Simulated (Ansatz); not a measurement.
# Decaying states in the gap of Sr2I2ClF, part 3 of 3

Aim: relax a made-up compound, Sr2I2ClF, and see how good a tunnel barrier it would be. It is built by putting Cl for part of the F in the SrIF structure of space group P4/nmm, with the volume rescaled by atomic radii. The parent structure comes from the Materials Project.

Ansatz 0.2.0; r2SCAN DFT, plane waves, PAW files (the session's first sound run).

So far, gap on path (eV): step 3 (the bulk crystal and its band edges, r2SCAN) 4.39; step 5 (PBEsol, cutoff 420 eV) 3.77.

The structure was built from a prototype and need not be the compound's stable phase.

**6. Complex bands at another level, cutoff 420 eV**

This step: PBEsol DFT, plane waves, PAW files; complex bands by layer matching along the plane's normal (Ansatz 0.2.0).

The complex bands at that level, over its own gap, at (0, 0) and (0.1354, 0).

input.yaml reads:

```yaml
crystal:
  lattice:
    - [4.565813651, 0.0, 0.0]
    - [0.0, 8.433501519, 0.0]
    - [0.0, 0.0, 4.565813651]
  atoms:
    - { symbol: Sr, position: [0.0, 0.1934126825, 0.5] }
    - { symbol: Sr, position: [0.5, 0.8065873175, 0.0] }
    - { symbol: I, position: [0.0, 0.645055046, 0.5] }
    - { symbol: I, position: [0.5, 0.354944954, 0.0] }
    - { symbol: F, position: [0.5, 0.0, 0.5] }
    - { symbol: Cl, position: [0.0, 0.0, 0.0] }
kpoints:
  mp_grid: { grid: [6, 4, 6] }
scf:
  occupations: { method: fixed }
hamiltonian:
  xc: pbesol
output:
  eigenvalues: true
  transmission:
    leads: [[0, 0]]
    kpoints: [[0.0, 0.0], [0.1354, 0.0]]
    e_range: [-1.0, 4.77]
    de: 0.12
```

The run is started by

```bash
> ansatz run input.yaml --threads 2 --pin off --max-ram 4096MiB --backend cpu --events-out ev --progress --plain --runs-dir out
```

Numbers of over 12 decimals in the logs are rounded to 6 here.

What it wrote:

```text
[...]
Crystal: 6 atoms, lattice volume = 175.810 Å³
Basis set: ecut = 420 eV, 3413 PW (Γ)
Bands: 41, of which v1, the nominal top of the filled ones, is band 34 counted from 1 (33 counted from 0)
Symmetry: 8 space group operations
[...]
k-points: 30 of 144 (time reversal used)
[...]
SCF iter   1: F=—  HF=-23721.837374 eV  |F-HF|=—  |Δ(HF+E_count)|=         —  Δρ=5.49e-3  dr2=4.26e-2  ethr=1.77e-3  ⟨swp⟩=7.6  Hψ=5528  notcnv=0  defer=137
[...]
SCF iter   7: F=-23721.828781 eV  HF=-23721.828781 eV  |F-HF|=8.39e-9  |Δ(HF+E_count)|=   2.23e-7  Δρ=2.35e-6  dr2=1.29e-8  ethr=1.47e-10  ⟨swp⟩=17.9  Hψ=7226  notcnv=0
SCF 1 converged in 7 iterations: F = -23721.828781 eV  dr2 = 1.29e-8
[...]
transmission: 8 of 16 steps passed
transmission: 16 of 16 steps passed
SCF converged after 7 iterations
Free energy (F): -23721.828781 eV
[...]
Internal energy: -23721.828781 eV  (E = F + TS)
E sigma→0 (E₀):  -23721.828781 eV
Fermi energy:    5.397057 eV
[...]
--- Band table (eV; the first three rows and the last of 30) ---
  k-point 0: bands = [... 30 lower, 4.4173, 5.3601, 5.3677, 5.3677, 9.1726, 9.6465, 9.7797, 10.8264, ... 3 higher]
  k-point 1: bands = [... 30 lower, 4.4649, 4.9769, 5.2867, 5.3825, 9.5946, 10.0750, 10.2012, 10.8657, ... 3 higher]
  k-point 2: bands = [... 30 lower, 4.6071, 4.8160, 5.0815, 5.2891, 10.2343, 10.4395, 10.6089, 10.9050, ... 3 higher]
  k-point 29: bands = [... 30 lower, 4.5022, 4.5503, 4.6977, 4.6977, 10.4628, 10.4628, 11.1070, 12.0296, ... 3 higher]
--- Transmission ---
  basis      : 335 plane waves across, 8 finite elements along
  points     : 2, as listed
[...]
channels       : 0.000000e0 a spin
[...]
slowest decay  : 0.2701 /Å at (0.0000, 0.0000)
```

It took 55 s on 2 threads of Intel Xeon 6975P-C (Granite Rapids), shared host; peak memory 1.2 GiB.

Numbers from this step:

| Item | Value |
| --- | --- |
| level to which the leads are filled | 1.888 eV from the Fermi level |
| decay constant at the filling level, zone centre | 0.2701 Å⁻¹ |
| decay constant at the filling level, slowest listed point | 0.2701 Å⁻¹ |

K parallel (0, 0); values up to 1.5 1/Å, a degenerate pair printed once or twice; energies at which all values exceed this have no row. Table of Im kz of the slowest decaying states by energy, zero at the highest filled level on the SCF mesh:

```
energy (eV)  decay 1 (Å⁻¹)  decay 2 (Å⁻¹)  decay 3 (Å⁻¹)  decay 4 (Å⁻¹)
      -1.00          0.150          0.172          0.497          0.545
      -0.76          0.132          0.169          0.551          0.553
      -0.52          0.214          0.547          0.601          0.725
      -0.28          0.221          0.535          0.651          0.716
      -0.04         0.0792          0.524          0.706          0.714
       0.20          0.142          0.313          0.351          0.523
       0.44          0.189          0.411          0.463          0.529
       0.56          0.206          0.447          0.497          0.532
       0.80          0.231          0.523          0.537          0.542
       1.04          0.248          0.432          0.539          0.569
       1.28          0.259          0.408          0.539          0.587
       1.52          0.266          0.391          0.536          0.598
       1.76          0.270          0.377          0.531          0.601
       2.00          0.270          0.362          0.523          0.580
       2.24          0.267          0.345          0.514          0.556
       2.48          0.260          0.327          0.502          0.530
       2.72          0.250          0.305          0.488          0.501
       2.96          0.235          0.280          0.469          0.472
       3.20          0.212          0.252          0.432          0.453
       3.32          0.195          0.237          0.412          0.442
       3.56          0.142          0.206          0.366          0.419
       3.80          0.170          0.311          0.392          0.466
       4.04          0.120          0.241          0.360          0.435
       4.28          0.133          0.322          0.400          0.426
       4.52          0.273          0.362          0.381          0.480
       4.76          0.197          0.318          0.320          0.440
```

K parallel (0.1354, 0); values up to 1.5 1/Å, a degenerate pair printed once or twice; energies at which all values exceed this have no row. Im kz of the slowest decaying states against energy, zero at the highest filled level on the SCF mesh:

```
energy (eV)  decay 1 (Å⁻¹)  decay 2 (Å⁻¹)  decay 3 (Å⁻¹)  decay 4 (Å⁻¹)
      -1.00          0.187          0.523          0.578          0.755
      -0.76          0.131          0.168          0.565          0.595
      -0.40          0.216          0.592          0.604          0.791
      -0.16          0.179          0.601          0.604          0.781
      -0.04         0.0696          0.223          0.597          0.613
       0.20          0.218          0.304          0.425          0.595
       0.44          0.249          0.393          0.525          0.617
       0.68          0.272          0.443          0.580          0.616
       1.04          0.294          0.495          0.609          0.630
       1.28          0.304          0.449          0.581          0.605
       1.64          0.312          0.412          0.595          0.620
       1.88          0.314          0.396          0.585          0.633
       2.12          0.313          0.380          0.574          0.648
       2.48          0.306          0.355          0.553          0.635
       2.72          0.299          0.336          0.536          0.583
       3.08          0.280          0.303          0.506          0.523
       3.32          0.259          0.280          0.482          0.483
       3.56          0.224          0.259          0.438          0.456
       3.92          0.130          0.222          0.359          0.409
       4.16          0.189          0.290          0.372          0.423
       4.52          0.103          0.113          0.300          0.352
       4.76          0.232          0.289          0.380          0.385
```

At the listed wavevectors the last open channel is at -0.04 eV and the next at +3.80 eV on the grid. At +1.88 eV, the grid energy nearest the filling level (the middle of the gap on the SCF mesh), the slowest state at the listed wavevectors decays with κ = 0.270 Å⁻¹, its amplitude falling by e over 3.7 Å; the first such run, plane (100), gave 0.308 Å⁻¹.

**7. A repeat with changed settings**

This step: r2SCAN DFT, plane waves, PAW files; complex bands by layer matching along the plane's normal; changed: total_charge = -6, scf.max_iter = 50 (Ansatz 0.2.0).

This run repeats an earlier one, its twin (the complex run, plane (100)), with two settings changed (scf.max_iter, total_charge; files written aside). The setting was drawn as a possible misstep, on purpose. Where the input is shown as a difference, that is against the step before, not the twin.

Edit input.yaml of step 6 so:

```diff
@@ -16,4 +16,5 @@
   occupations: { method: fixed }
+  max_iter: 50
 hamiltonian:
-  xc: pbesol
+  xc: r2scan
 output:
@@ -23,3 +24,4 @@
     kpoints: [[0.0, 0.0], [0.1354, 0.0]]
-    e_range: [-1.0, 4.77]
-    de: 0.12
+    e_range: [-1.0, 5.39]
+    de: 0.13
+total_charge: -6
```

What it wrote:

```text
Engine: ansatz 0.2.0, x86_64-unknown-linux-gnu
Pseudopotentials: kind: paw
Pseudopotential: Sr, paw, valence charge 10, recommended cutoff 500 eV (meta_gga), Sr.paw.azcp
Pseudopotential: I, paw, valence charge 17, recommended cutoff 500 eV (meta_gga), I.paw.azcp
Pseudopotential: F, paw, valence charge 7, recommended cutoff 500 eV (meta_gga), F.paw.azcp
Pseudopotential: Cl, paw, valence charge 7, recommended cutoff 500 eV (meta_gga), Cl.paw.azcp
Functional definition: r2SCAN
  parameter k0 = 0.174
  parameter k1 = 0.065
  parameter a1 = 4.9479
  exchange = r2scan_x(k0 = k0, k1 = k1, a1 = a1)
  correlation = r2scan_c
Crystal: 6 atoms, lattice volume = 175.810 Å³
Basis set: ecut = 500 eV, 4483 PW (Γ), exchange–correlation on 144×256×144 points (64 copies of the dense FFT grid, shifted against one another)
Bands: 45, of which v1, the nominal top of the filled ones, is band 37 counted from 1 (36 counted from 0)
Symmetry: 8 space group operations
Space group: P-4m2 (ITA 115), of the structure as read, at distance tolerance 5.6e-5 Å
k-points: 30 of 144 (time reversal used)
Non-local potential: Sr, projectors of the file, l = 0: 3, l = 1: 2, l = 2: 2
Non-local potential: I, projectors of the file, l = 0: 2, l = 1: 2, l = 2: 2, l = 3: 2
Non-local potential: F, projectors of the file, l = 0: 2, l = 1: 2, l = 2: 1
Non-local potential: Cl, projectors of the file, l = 0: 2, l = 1: 2, l = 2: 2
PAW form: soft (Blöchl's): semilocal exchange-correlation on the pseudo side does not see the compensation charge
PAW frozen core: Sr, regenerated for the run's functional (the file was generated under x = pbe(κ = 0.804, μ = 0.219515), c = pbe(β = 0.066725))
PAW frozen core: I, regenerated for the run's functional (the file was generated under x = pbe(κ = 0.804, μ = 0.219515), c = pbe(β = 0.066725))
PAW frozen core: F, regenerated for the run's functional (the file was generated under x = pbe(κ = 0.804, μ = 0.219515), c = pbe(β = 0.066725))
PAW frozen core: Cl, regenerated for the run's functional (the file was generated under x = pbe(κ = 0.804, μ = 0.219515), c = pbe(β = 0.066725))
PAW one-centre angular grid: Sr, 302 points (default); XC on 160 Gauss nodes
PAW one-centre angular grid: I, 590 points (default); XC on 160 Gauss nodes
PAW one-centre angular grid: F, 302 points (default); XC on 160 Gauss nodes
PAW one-centre angular grid: Cl, 302 points (default); XC on 160 Gauss nodes
Initial density: superposition of atomic densities (neutral atoms scaled as one to the charged cell's electrons: chi_scale 0, normalization atom), corrected by the library's trained network
Initial wavefunctions: pseudopotential atomic-orbital guess
Functional: x = r2scan, c = r2scan; τ floored in thin density (d = 2e-4 eV/Å³)
[...]
SCF iter   5: F=—  HF=-24008.760470 eV  |F-HF|=—  |Δ(HF+E_count)|=   6.90e-2  Δρ=2.56e-3  dr2=1.26e-2  dr2_τ=3.64e-4  ethr=1.85e-4  ⟨swp⟩=3.5  Hψ=2033  notcnv=0  defer=179
SCF iter   6: F=—  HF=-24008.769906 eV  |F-HF|=—  |Δ(HF+E_count)|=   9.44e-3  Δρ=6.58e-4  dr2=1.01e-3  dr2_τ=5.76e-5  ethr=1.70e-5  ⟨swp⟩=3.9  Hψ=2220  notcnv=0  defer=180
SCF iter   7: F=—  HF=-24008.770834 eV  |F-HF|=—  |Δ(HF+E_count)|=   9.28e-4  Δρ=2.89e-4  dr2=2.12e-4  dr2_τ=4.68e-6  ethr=1.36e-6  ⟨swp⟩=3.1  Hψ=2644  notcnv=0  defer=180
SCF iter   8: F=—  HF=-24008.771000 eV  |F-HF|=—  |Δ(HF+E_count)|=   1.66e-4  Δρ=6.25e-5  dr2=1.09e-5  dr2_τ=4.39e-7  ethr=2.86e-7  ⟨swp⟩=2.2  Hψ=2019  notcnv=0  defer=180
SCF iter   9: F=—  HF=-24008.771138 eV  |F-HF|=—  |Δ(HF+E_count)|=   1.38e-4  Δρ=2.13e-5  dr2=1.02e-6  dr2_τ=7.91e-8  ethr=1.48e-8  ⟨swp⟩=3.5  Hψ=2711  notcnv=0  defer=173
SCF iter  10: F=—  HF=-24008.771139 eV  |F-HF|=—  |Δ(HF+E_count)|=   1.08e-6  Δρ=8.24e-6  dr2=1.09e-7  dr2_τ=1.01e-8  ethr=1.38e-9  ⟨swp⟩=2.5  Hψ=2303  notcnv=0  defer=173
SCF iter  11: F=-24008.771139 eV  HF=-24008.771139 eV  |F-HF|=8.09e-9  |Δ(HF+E_count)|=   2.18e-8  Δρ=2.45e-6  dr2=1.55e-8  dr2_τ=2.77e-10  ethr=1.35e-10  ⟨swp⟩=17.8  Hψ=7467  notcnv=0
SCF 1 converged in 11 iterations: F = -24008.771139 eV  dr2 = 1.55e-8
[...]
WARN: output.transmission: not made: transmission: the occupations are fixed, or their smearing has no width, and the bands show no gap above the filled ones: solve more bands, or use a smearing of finite width. The run goes on to what it still can, and will not end as completed
SCF converged after 11 iterations
Free energy (F): -24008.771139 eV
Harris-Foulkes:  -24008.771139 eV  (|F-HF|=8.09e-9)
Internal energy: -24008.771139 eV  (E = F + TS)
E sigma→0 (E₀):  -24008.771139 eV
Fermi energy:    11.004488 eV
--- Per-component energies (eV) ---
  E_band       = -992.011955
  E_kinetic    = 1326.141342
  E_local      = -5892.990703  (includes V_loc(G=0)·N_el)
  E_nonlocal   = 326.872101
  E_hartree    = 2578.487723
  E_xc         = -808.547722
  E_vxc        = -966.343556  (∫ρ·V_xc dr)
  E_paw        = -15977.169627  (= ΣΔE_a)
  E_vpaw       = -997.369234  (= ΣTr[D̂ρ^β])
  E_aug_tail   = 0.001003  (compensation charges beyond the density's cutoff)
  E_vtau       = 54.698805  (kinetic-family band-sum trace: ∫τ·v_τ [+ j·A + Jᵃ·Aᵃ] dr)
  E_ewald      = -5561.251491
  E_core_change = -0.313765  (= ΣΔE_core)
  E_smearing   = -0.000000  (= −TS)
  E_closure    = -0.000000  (closes the sum)
  E_deformation_potential = -78.507305  (in the stress; not in F)
  Σ components = -24008.771139   (vs F -24008.771139, Δ=0.00e0)
--- Band table (eV; the first three rows and the last of 30) ---
  k-point 0: bands = [... 33 lower, 4.4255, 8.6035, 9.1759, 9.2721, 10.4369, 10.8864, 10.9736, 11.9126, ... 4 higher]
  k-point 1: bands = [... 33 lower, 4.3453, 9.0610, 9.5347, 9.8518, 10.4895, 11.0039, 11.1160, 11.4260, ... 4 higher]
  k-point 2: bands = [... 33 lower, 4.2466, 9.7241, 10.0796, 10.3337, 10.5479, 11.0544, 11.1815, 11.5315, ... 4 higher]
  k-point 29: bands = [... 33 lower, 3.6187, 10.1950, 10.1950, 10.9372, 12.1822, 12.1822, 12.2298, 12.3469, ... 4 higher]
Error: transmission: the occupations are fixed, or their smearing has no width, and the bands show no gap above the filled ones: solve more bands, or use a smearing of finite width
```

Wall time 14 s (2 threads); peak memory 0.85 GiB.

The run ended with an error after its SCF cycle had converged; no result of it is taken.

The program's message: “Error: transmission: the occupations are fixed, or their smearing has no width, and the bands show no gap above the filled ones: solve more bands, or use a smearing of finite width”

The fault put into the input: a charge that the system can't hold (total_charge = -6).

**8. Outcome**

- band gap: 4.39 eV
- least decay constant at mid-gap, normal to (100): 0.308 Å⁻¹
- least decay constant, PBEsol: 0.270 Å⁻¹

With r2SCAN, the slowest decay at the wavevectors tried is κ = 0.308 Å⁻¹, normal to (100). Through such a film the transmission near mid-gap falls as exp(−2κd), a factor of ten every 3.7 Å. A free electron under a barrier of half the gap would need a mass of 0.16 mₑ to decay at this rate. With PBEsol the gap goes from 4.39 to 3.77 eV and the decay constant, over the first 2 listed wavevectors, from 0.308 to 0.270 Å⁻¹. The compound is made up by substitution; its stability against other phases and against distortions of the cell's symmetry was not tested. r2SCAN still narrows gaps, if less than LDA and GGA do, while spin-orbit coupling, left out here, narrows them in compounds of heavy elements, so the error in κ can go either way.

[Logs are printed without paths, hosts, clocks, repeated set-up lines and the standing remarks that a program may print on its own settings, such as how far it seeks lower states.]

[Hosts, paths, dates, database ids (printed as entryN), source tags and the programs' standing remarks are cut or masked in the printed files.]
